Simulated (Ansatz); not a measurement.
# K on Rh(111): change of the work function, part 2 of 2

How does one ordered layer of K (fcc site) change the work function of Rh(111), and what dipole does each adsorbate carry?

Ansatz 0.2.0; plane-wave DFT, PBE, Ansatz PAW.

So far, work function, upper face (eV): step 2 (the clean slab) 5.17.

### Step 3. The covered slab

System of this step: KRh16 (K/Rh(111)). The cell holds 17 atoms: 16 Rh and 1 K. Its edges and angles: a = 5.374 Å, b = 5.374 Å, c = 27.771 Å, α = 90.0°, β = 90.0°, γ = 60.0°. Vacuum lies along c.

The clean slab as it ended is repeated in the plane and the adsorbate is set on one face; the cell's size fixes the coverage, and the k-mesh shrinks with it to keep the sampling density about even. Adsorbate and upper layers relax, since the dipole depends on the height.

Contents of input.yaml:

```yaml
crystal:
  lattice:
    - [5.374011537, -1.0e-10, 0.0]
    - [2.6870057685, 4.6540305112, 0.0]
    - [0.0, 0.0, 27.7707926884]
  atoms:
    - { symbol: Rh, position: [0.0, 0.0, 0.3240814946] }
    - { symbol: Rh, position: [0.1666666667, 0.1666666667, 0.4030828773] }
    - { symbol: Rh, position: [0.3333333333, 0.3333333333, 0.4819483607] }
    - { symbol: Rh, position: [0.0, 0.0, 0.5607981955] }
    - { symbol: Rh, position: [0.0, 0.5, 0.3240814946] }
    - { symbol: Rh, position: [0.1666666667, 0.6666666667, 0.4030828773] }
    - { symbol: Rh, position: [0.3333333333, 0.8333333333, 0.4819483607] }
    - { symbol: Rh, position: [0.0, 0.5, 0.5607981955] }
    - { symbol: Rh, position: [0.5, 0.0, 0.3240814946] }
    - { symbol: Rh, position: [0.6666666667, 0.1666666667, 0.4030828773] }
    - { symbol: Rh, position: [0.8333333333, 0.3333333333, 0.4819483607] }
    - { symbol: Rh, position: [0.5, 0.0, 0.5607981955] }
    - { symbol: Rh, position: [0.5, 0.5, 0.3240814946] }
    - { symbol: Rh, position: [0.6666666667, 0.6666666667, 0.4030828773] }
    - { symbol: Rh, position: [0.8333333333, 0.8333333333, 0.4819483607] }
    - { symbol: Rh, position: [0.5, 0.5, 0.5607981955] }
    - { symbol: K, position: [0.1666666667, 0.1666666667, 0.6759185054] }
kpoints:
  mp_grid: { grid: [6, 6, 1] }
hamiltonian:
  xc: pbe
scf:
  occupations: { method: fermi_dirac, width: 0.1 }
  convergence: { dr2_threshold: 1.0e-08 }
efield:
  axis: 3
  dipole_correction: true
  ramp_position: 0.97
  ramp_width: 0.06
relax:
  f_tol: 0.02
  max_steps: 60
  constraints: [{ sites: [0, 1, 4, 5, 8, 9, 12, 13] }]
output:
  dos: { projected: true, e_range: [-8, 4] }
  write_potential: true
  write_density: true
  volumetric_format: npy
  elf: true
```

Launch:

```
$ ansatz run input.yaml --threads 4 --pin off --max-ram 6144MiB --backend cpu --events-out ev --progress --plain --runs-dir out
```

Log:

```text
[...]
Crystal: 17 atoms, lattice volume = 694.570 Å³
Basis set: ecut = 420 eV, 13503 PW (Γ), exchange–correlation on 72×72×384 points (8 copies of the dense FFT grid, shifted against one another)
Bands: 169, of which v1, the nominal top of the filled ones, is band 141 counted from 1 (140 counted from 0)
Symmetry: 6 space group operations
[...]
k-points: 7 of 36 (time reversal used)
[...]
SCF iter   1: F=—  HF=-103979.020009 eV  |F-HF|=—  |Δ(HF+E_count)|=         —  Δρ=5.53e-3  dr2=8.75e-1  ethr=1.77e-3  p=0.426 e·Å  D=1.11e-1 V/Å  ΔV_dip=-3.08 eV  dr2_dipole=9.80e-2  V_vac-E_F(+/−)=1.91/4.99 eV  ⟨swp⟩=7.9  Hψ=5075  notcnv=0  defer=10
[...]
SCF iter  12: F=-103979.027848 eV  HF=-103979.027848 eV  |F-HF|=8.47e-9  |Δ(HF+E_count)|=   3.21e-8  Δρ=6.52e-7  dr2=6.05e-9  ethr=3.56e-12  p=0.429 e·Å  D=1.12e-1 V/Å  ΔV_dip=-3.10 eV  dr2_dipole=8.40e-11  V_vac-E_F(+/−)=2.07/5.17 eV  ⟨swp⟩=14.3  Hψ=8413  notcnv=0
SCF 1 converged in 12 iterations: F = -103979.027848 eV  dr2 = 6.05e-9
[...]
relax step   1: F+E_penalty+E_count = -103979.02784807 eV  Δ(F+E_penalty+E_count) = +0.000e0 eV  max|allowed force component| = 5.469e-1 eV/Å  Δτ_max = 0.0000 Å  (12 SCF iters, accepted)
[...]
SCF iter  12: F=-103979.081174 eV  HF=-103979.081174 eV  |F-HF|=4.60e-9  |Δ(HF+E_count)|=   5.73e-9  Δρ=5.02e-7  dr2=6.14e-9  ethr=3.56e-12  p=0.441 e·Å  D=1.15e-1 V/Å  ΔV_dip=-3.19 eV  dr2_dipole=6.84e-10  V_vac-E_F(+/−)=1.98/5.17 eV  ⟨swp⟩=11.7  Hψ=8313  notcnv=0
SCF 2 converged in 12 iterations: F = -103979.081174 eV  dr2 = 6.14e-9
[...]
relax step   2: F+E_penalty+E_count = -103979.08117378 eV  Δ(F+E_penalty+E_count) = -5.333e-2 eV  max|allowed force component| = 4.747e-1 eV/Å  Δτ_max = 0.0840 Å  (12 SCF iters, accepted)
[...]
SCF iter   1: F=—  HF=-103979.164017 eV  |F-HF|=—  |Δ(HF+E_count)|=         —  Δρ=3.46e-3  dr2=8.51e-1  ethr=2.60e-4  p=0.441 e·Å  D=1.15e-1 V/Å  ΔV_dip=-3.19 eV  dr2_dipole=1.59e-1  V_vac-E_F(+/−)=1.99/5.19 eV  ⟨swp⟩=1.0  Hψ=3669  notcnv=0  defer=31
[...]
eigensolver tolerance schedule calibrated: the retry pair's looser diagonalisation under-reported the residual by θ = 0.14 (0.13/decade); ethr = c·dr2/N_el runs at the constant in force after the calibration composes with the one it found (an armed cap, an earlier calibration), c = 5.7e-2
[...]
SCF iter   2: F=—  HF=-103979.150451 eV  |F-HF|=—  |Δ(HF+E_count)|=   1.36e-2  Δρ=1.09e-3  dr2=1.18e-2  ethr=1.74e-4  p=0.461 e·Å  D=1.20e-1 V/Å  ΔV_dip=-3.33 eV  dr2_dipole=7.30e-4  V_vac-E_F(+/−)=1.84/5.17 eV  ⟨swp⟩=2.1  Hψ=1849  notcnv=0  defer=31
[...]
SCF iter  12: F=-103979.150843 eV  HF=-103979.150843 eV  |F-HF|=8.22e-9  |Δ(HF+E_count)|=   3.67e-9  Δρ=3.78e-7  dr2=2.21e-9  ethr=2.05e-12  p=0.469 e·Å  D=1.22e-1 V/Å  ΔV_dip=-3.39 eV  dr2_dipole=2.51e-10  V_vac-E_F(+/−)=1.78/5.17 eV  ⟨swp⟩=15.9  Hψ=8535  notcnv=0
SCF 3 converged in 12 iterations: F = -103979.150843 eV  dr2 = 2.21e-9
[...]
relax step   3: F+E_penalty+E_count = -103979.15084332 eV  Δ(F+E_penalty+E_count) = -6.967e-2 eV  max|allowed force component| = 2.006e-1 eV/Å  Δτ_max = 0.1933 Å  (12 SCF iters, accepted)
[...]
relax step   4: F+E_penalty+E_count = -103979.15869423 eV  Δ(F+E_penalty+E_count) = -7.851e-3 eV  max|allowed force component| = 1.323e-1 eV/Å  Δτ_max = 0.1706 Å  (11 SCF iters, accepted)
SCF iter   1: F=—  HF=-103979.161580 eV  |F-HF|=—  |Δ(HF+E_count)|=         —  Δρ=8.86e-4  dr2=3.96e-2  ethr=9.69e-5  p=0.492 e·Å  D=1.28e-1 V/Å  ΔV_dip=-3.56 eV  dr2_dipole=7.17e-3  V_vac-E_F(+/−)=1.61/5.17 eV  ⟨swp⟩=3.4  Hψ=2036  notcnv=0  defer=29
[...]
SCF iter  10: F=-103979.162575 eV  HF=-103979.162575 eV  |F-HF|=9.81e-9  |Δ(HF+E_count)|=   2.23e-8  Δρ=7.79e-7  dr2=7.01e-9  ethr=3.56e-12  p=0.485 e·Å  D=1.26e-1 V/Å  ΔV_dip=-3.51 eV  dr2_dipole=8.70e-10  V_vac-E_F(+/−)=1.66/5.17 eV  ⟨swp⟩=14.4  Hψ=8720  notcnv=0
SCF 5 converged in 10 iterations: F = -103979.162575 eV  dr2 = 7.01e-9
relax step   5: F+E_penalty+E_count = -103979.16257458 eV  Δ(F+E_penalty+E_count) = -3.880e-3 eV  max|allowed force component| = 1.449e-2 eV/Å  Δτ_max = 0.0534 Å  (10 SCF iters, accepted)
NSCF: frozen V_eff on 7 k-points
[...]
SCF converged after 10 iterations
Free energy (F): -103979.162575 eV
[...]
Internal energy: -103978.272763 eV  (E = F + TS)
E sigma→0 (E₀):  -103978.717669 eV
Entropy (-TS):   -0.889812 eV (-52.342 meV/atom)
Fermi energy:    5.248268 eV
Dipole field:    D = 0.126296 V/Å  (p = 0.484779 e·Å, saw-weighted, corrected)
Work function:   Φ+ = 1.6610 eV   Φ− = 5.1684 eV
[...]
--- Forces (eV/Å), atoms counted from 1 ---
  atom   1  Rh     0.00518629     0.00299431     0.04918630
  atom   2  Rh     0.00000000     0.00000000     0.00005130
  atom   3  Rh    -0.00119202    -0.00068821    -0.00016319
  atom   4  Rh    -0.00158053    -0.00091252    -0.00184562
  atom   5  Rh    -0.00000000    -0.00598862     0.04918630
  atom   6  Rh     0.04455290    -0.02572263    -0.07052888
  atom   7  Rh     0.00000000     0.00137643    -0.00016319
  atom   8  Rh     0.00000000     0.00182504    -0.00184562
  atom   9  Rh    -0.00518629     0.00299431     0.04918630
  atom  10  Rh     0.00000000     0.05144525    -0.07052888
  atom  11  Rh     0.00119202    -0.00068821    -0.00016319
  atom  12  Rh     0.00158053    -0.00091252    -0.00184562
  atom  13  Rh     0.00000000     0.00000000     0.05583561
  atom  14  Rh    -0.04455290    -0.02572263    -0.07052888
  atom  15  Rh    -0.00000000     0.00000000    -0.00343086
  atom  16  Rh     0.00000000     0.00000000     0.00306650
  atom  17  K      0.00000000     0.00000000     0.01449388
  max |Σ_I F_I| component: 3.77e-5 eV/Å
--- Band table (eV; the first three rows and the last of 7) ---
  k-point 0: bands = [... 137 lower, 5.5997, 5.6110, 5.7074, 5.7074, 5.8530, 5.8530, 5.8579, 6.0140, ... 24 higher]
  k-point 1: bands = [... 137 lower, 5.4445, 5.4999, 5.5207, 5.5276, 5.5965, 5.6360, 5.6425, 5.7214, ... 24 higher]
  k-point 2: bands = [... 137 lower, 4.8327, 4.9736, 5.1552, 5.1991, 5.2305, 5.3111, 5.3421, 5.3608, ... 24 higher]
  k-point 6: bands = [... 137 lower, 4.9815, 4.9990, 5.0357, 5.0400, 5.0476, 5.3689, 5.3773, 5.4036, ... 24 higher]
--- Relaxed structure (5 steps of the walk, 5 accepted, 0 SCFs on fresh bases) ---
  F+E_penalty+E_count = -103979.16257458 eV   max|allowed force component| = 1.449e-2 eV/Å
  atoms:
    - { symbol: Rh, position: [-1.795949e-17, -1.795949e-17, 0.3240814946] }
    - { symbol: Rh, position: [0.166667, 0.166667, 0.403083] }
    - { symbol: Rh, position: [0.333498, 0.333498, 0.482434] }
    - { symbol: Rh, position: [-0.00149034, -0.00149034, 0.560847] }
    - { symbol: Rh, position: [5.551115e-17, 0.500000, 0.3240814946] }
    - { symbol: Rh, position: [0.166667, 0.666667, 0.403083] }
    - { symbol: Rh, position: [0.333498, 0.833004, 0.482434] }
    - { symbol: Rh, position: [-0.00149034, 0.502981, 0.560847] }
    - { symbol: Rh, position: [0.5, -1.795949e-17, 0.3240814946] }
    - { symbol: Rh, position: [0.666667, 0.166667, 0.403083] }
    - { symbol: Rh, position: [0.833004, 0.333498, 0.482434] }
    - { symbol: Rh, position: [0.502981, -0.00149034, 0.560847] }
    - { symbol: Rh, position: [0.5, 0.500000, 0.3240814946] }
    - { symbol: Rh, position: [0.666667, 0.666667, 0.403083] }
    - { symbol: Rh, position: [0.833333, 0.833333, 0.481380] }
    - { symbol: Rh, position: [0.5, 0.500000, 0.562771] }
    - { symbol: K, position: [0.166667, 0.166667, 0.661710] }
```

Elapsed: 64 s, on 4 threads of Intel Xeon 6975P-C (Granite Rapids), shared host; peak memory 2.8 GiB.

The steps of the relaxation:

```
step  energy less that of the first step (eV)  largest force component (eV/Å)
   1                                   0.0000                          0.5469
   2                                  -0.0533                          0.4747
   3                                  -0.1230                          0.2006
   4                                  -0.1308                          0.1323
   5                                  -0.1347                          0.0145
```

The run keeps the 6 symmetry operations that the program found, so distortions that break them were not tested.

The atoms that moved most (Å):

```
atom      dx      dy      dz  length
 K17   0.000   0.000  -0.395   0.395
Rh16   0.000   0.000   0.055   0.055
Rh15   0.000   0.000  -0.016   0.016
Rh12   0.012  -0.007   0.001   0.014
 Rh4  -0.012  -0.007   0.001   0.014
 Rh8   0.000   0.014   0.001   0.014
 Rh3   0.001   0.001   0.013   0.014
 Rh7   0.000  -0.002   0.013   0.014
```

The relaxed structure:

```
Rh K
1.0
     5.37401    0.00000    0.00000
     2.68701    4.65403    0.00000
     0.00000    0.00000   27.77079
Rh K
16 1
Direct
  0.00000 0.00000 0.32408
  0.16667 0.16667 0.40308
  0.33350 0.33350 0.48243
  0.99851 0.99851 0.56085
  0.00000 0.50000 0.32408
  0.16667 0.66667 0.40308
  0.33350 0.83300 0.48243
  0.99851 0.50298 0.56085
  0.50000 0.00000 0.32408
  0.66667 0.16667 0.40308
  0.83300 0.33350 0.48243
  0.50298 0.99851 0.56085
  0.50000 0.50000 0.32408
  0.66667 0.66667 0.40308
  0.83333 0.83333 0.48138
  0.50000 0.50000 0.56277
  0.16667 0.16667 0.66171
```

This step gave:

```yaml
energy_at_zero_smearing: -103978.7177 eV
work_function_upper_face: 1.661 eV
work_function_lower_face: 5.168 eV
dipole_along_the_normal: 0.4848 e·Å
step_between_the_vacuum_levels: -3.507 eV
```

Running mean over 2.194 Å of the planar mean; the ramp of the sawtooth is left out. Table of electron's electrostatic potential energy less the Fermi level by z:

```
z (Å)  electron's electrostatic potential energy less the Fermi level (eV)
    4                                                                 5.17
    5                                                                 5.16
    6                                                                 5.10
    7                                                                 4.15
    8                                                                -5.56
    9                                                                -12.7
   10                                                                -13.1
   11                                                                -13.2
   12                                                                -13.2
   13                                                                -13.2
   14                                                                -13.1
   15                                                                -13.0
   16                                                                -11.7
   17                                                                -1.82
   18                                                               -0.216
   19                                                               -0.824
   20                                                                0.771
   21                                                                 1.41
   22                                                                 1.58
   23                                                                 1.64
   24                                                                 1.65
```

The density of states has structure finer than the step of the table below, so its rows give means over 0.5 eV. Peaks (eV: height): -4.27: 50.5, -3.85: 50.2, -3.07: 57.5, -2.77: 89.5, -2.68: 53.9, -2.35: 48.5, -0.69: 49.2.

Table of density of states by energy, zero at the Fermi level; means over each step:

energy (eV), density of states (states/eV a cell) and a bar:
```
     -7.5        0.2 
     -7.0        0.9 #
     -6.5        1.1 #
     -6.0        4.4 ####
     -5.5       19.0 ################
     -5.0       27.0 #######################
     -4.5       23.2 ####################
     -4.0       20.2 #################
     -3.5       18.5 ################
     -3.0       29.8 #########################
     -2.5       35.0 ##############################
     -2.0       23.4 ####################
     -1.5       24.6 #####################
     -1.0       22.7 ###################
     -0.5       29.4 #########################
      0.0       25.2 ######################
      0.5       28.8 #########################
      1.0        9.1 ########
      1.5        8.4 #######
```

Projected DOS per atom over height of the atomic layer and energy from the Fermi level. Layers: Rh4 Rh4 Rh4 Rh4 K from below.

Ten even steps from '0' (0.00 states/eV) to '9' (2.33 states/eV), each cell a mean:
```
11111
00001
33333
78862
75571
96680
74570
75671
74470
96690
99890
46650
45550
54450
56550
49940
28720
02200
00000
00000
00000
00000
```
Columns: height of the atomic layer (Å) from 9 to 18.4 (not evenly spaced); rows upwards: energy from the Fermi level (eV) from -7.96 to 1.95.

Valence density in the ca plane at fractional y = 0.167, with atoms of Rh and K within 0.2 Å of it. It is the smooth field of the valence electrons, not physical close to the nuclei.

Ten steps, logarithmic in the rise over the least value, from '0' (0 e/Å³) to '9' (13 e/Å³), each cell a mean:
```
64322232223555323555311011110000000000000000
54322333223554323554310000000000000000000000
43224665322343222343210000000000000000000000
22236898532222212222110000000000000000000000
22237998632222111222110000000000000000000000
32236887522222212232210000000000000000000000
43223565323443223443210000000000000000000000
54322332223554323555310000000000000000000000
54322333223554323554311012210000000000000000
43224665322343222333211135542000000000000000
22236898532222212222111357763100000000000000
22237998632222111222111367764100000000000000
32236887522222212222211356763100000000000000
43223565323343223443211134431000000000000000
```
Columns run along c (16.0 Å, from fractional 0.32 to 0.90 of the cell), rows up along a (5.4 Å). Atoms in or near the plane, at fractional coordinates: Rh at (0.40, 0.17), Rh at (0.40, 0.67), K at (0.66, 0.17).

ELF in the ca plane at fractional y = 0.167, with atoms of Rh and K within 0.2 Å of it. It is the smooth field of the valence electrons, not physical close to the nuclei.

Values, 8 rows by 16 columns, each cell a mean:
```
0.35 0.23 0.24 0.24 0.41 0.25 0.38 0.28 0.11 0.24 0.09 0.04 0.12 0.07 0.02 0.00
0.25 0.31 0.49 0.25 0.28 0.22 0.25 0.24 0.18 0.04 0.03 0.10 0.12 0.06 0.02 0.00
0.26 0.44 0.73 0.28 0.25 0.19 0.25 0.28 0.22 0.11 0.09 0.14 0.12 0.06 0.02 0.00
0.26 0.32 0.50 0.25 0.26 0.21 0.26 0.25 0.18 0.04 0.03 0.10 0.12 0.06 0.02 0.00
0.35 0.23 0.24 0.24 0.40 0.25 0.37 0.28 0.11 0.22 0.08 0.04 0.12 0.07 0.02 0.00
0.25 0.31 0.49 0.25 0.27 0.22 0.25 0.24 0.30 0.82 0.47 0.03 0.12 0.08 0.02 0.00
0.26 0.44 0.73 0.28 0.25 0.19 0.25 0.26 0.47 0.76 0.64 0.04 0.11 0.09 0.02 0.00
0.25 0.32 0.51 0.25 0.26 0.21 0.26 0.24 0.31 0.83 0.48 0.03 0.12 0.08 0.02 0.00
```
Columns run along c (16.0 Å, from fractional 0.32 to 0.90 of the cell), rows up along a (5.4 Å). Atoms in or near the plane, at fractional coordinates: Rh at (0.40, 0.17), Rh at (0.40, 0.67), K at (0.66, 0.17).

Electrostatic potential energy in the ca plane at fractional y = 0.167, with atoms of Rh and K within 0.2 Å of it. With pseudopotentials it is smooth inside the atoms' cores, unlike the true potential.

Values in eV, 8 rows by 16 columns, each cell a mean:
```
-15   4   2   3 -21   1 -18   0   7   4   5   7   8   8   8   8
 -1  -8 -30   2  -5   5  -2   5   9   8   7   7   8   8   8   8
  5 -25 -51  -3   5   8   6   8   9   8   8   8   8   8   8   8
 -2  -9 -31   2  -3   5  -3   5   9   8   7   7   8   8   8   8
-14   4   2   3 -21   1 -18   0   7   4   6   7   8   8   8   8
 -1  -8 -30   2  -4   5  -1   5   1 -20   0   7   8   8   8   8
  5 -25 -51  -3   5   8   6   8  -7 -43  -7   6   7   8   8   8
 -1  -9 -32   2  -2   5  -2   5   1 -22   0   6   8   8   8   8
```
Columns run along c (16.0 Å, from fractional 0.32 to 0.90 of the cell; values clipped at the 3rd and 97th percentile), rows up along a (5.4 Å). Atoms in or near the plane, at fractional coordinates: Rh at (0.40, 0.17), Rh at (0.40, 0.67), K at (0.66, 0.17).

The relaxation took 5 steps and lowered the energy by 0.13 eV; the largest force on the free atoms ends at 0.014 eV/Å.

By hand: a sheet of dipoles makes a step −p/(ε₀A) in the electron's potential. With e/ε₀ = 180.95 V·Å, p = 0.4848 e·Å and A = 25.01 Å², that is −180.95 × (0.4848) / 25.01 = -3.507 eV, and the two vacuum levels of the run differ by -3.507 eV.

The covered face has 1.66 eV, -3.51 eV against the clean one; the bare back face has moved by -0.00 eV, a measure of how thin the slab is.

### Step 4. Work function against coverage

This step: plane-wave DFT, PBE, Ansatz PAW; work function against coverage (Ansatz 0.2.0).

The runs are now put side by side.

This step gave:

- work function of the clean face: 5.167 eV
- largest change of the work function: -3.506 eV

Work function of the covered face against coverage:

```
coverage (adsorbates/nm²)  work function of the covered face (eV)
                     0.00                                    5.17
                     4.00                                    1.66
```

The dipole per adsorbate comes from the change of the cell's dipole. Coverage, by row:

```
coverage (1/nm²)  coverage (ML)  work function (eV)  change (eV)  dipole per adsorbate, positive end outwards (debye)  mean height of the added atoms over the highest substrate atom (Å)
           3.998           0.25               1.661       -3.506                                                2.327                                                               2.748
```

### Step 5. Outcome

| Property | Result |
| --- | --- |
| work function of the clean face | 5.17 eV |
| work function at 0.25 ML | 1.66 eV |
| dipole per adsorbate at 0.25 ML, positive end outwards | 2.33 D |

In words: K lowers the work function of Rh(111) at the lowest coverage, by 3.51 eV: the adsorbate layer has its positive end outwards. One coverage alone was completed, so no trend follows. The slab has 4 layers, at the tabulated experimental lattice constant, one starting site was run, and quantum-size effects of a slab this thin can reach one or two tenths of an eV.

[Long decimals in the printed logs are rounded to 6 places.]

[Logs are printed without paths, hosts, clocks, repeated set-up lines and the standing remarks that a program may print on its own settings, such as how far it seeks lower states.]

[Hosts, paths, dates, database ids (printed as entryN), source tags and the programs' standing remarks are cut or masked in the printed files.]

[Maps of the electrostatic potential energy from Ansatz leave out the sawtooth potential of an applied field or a dipole correction, so their vacuum need not be flat; planar profiles and work functions include it.]
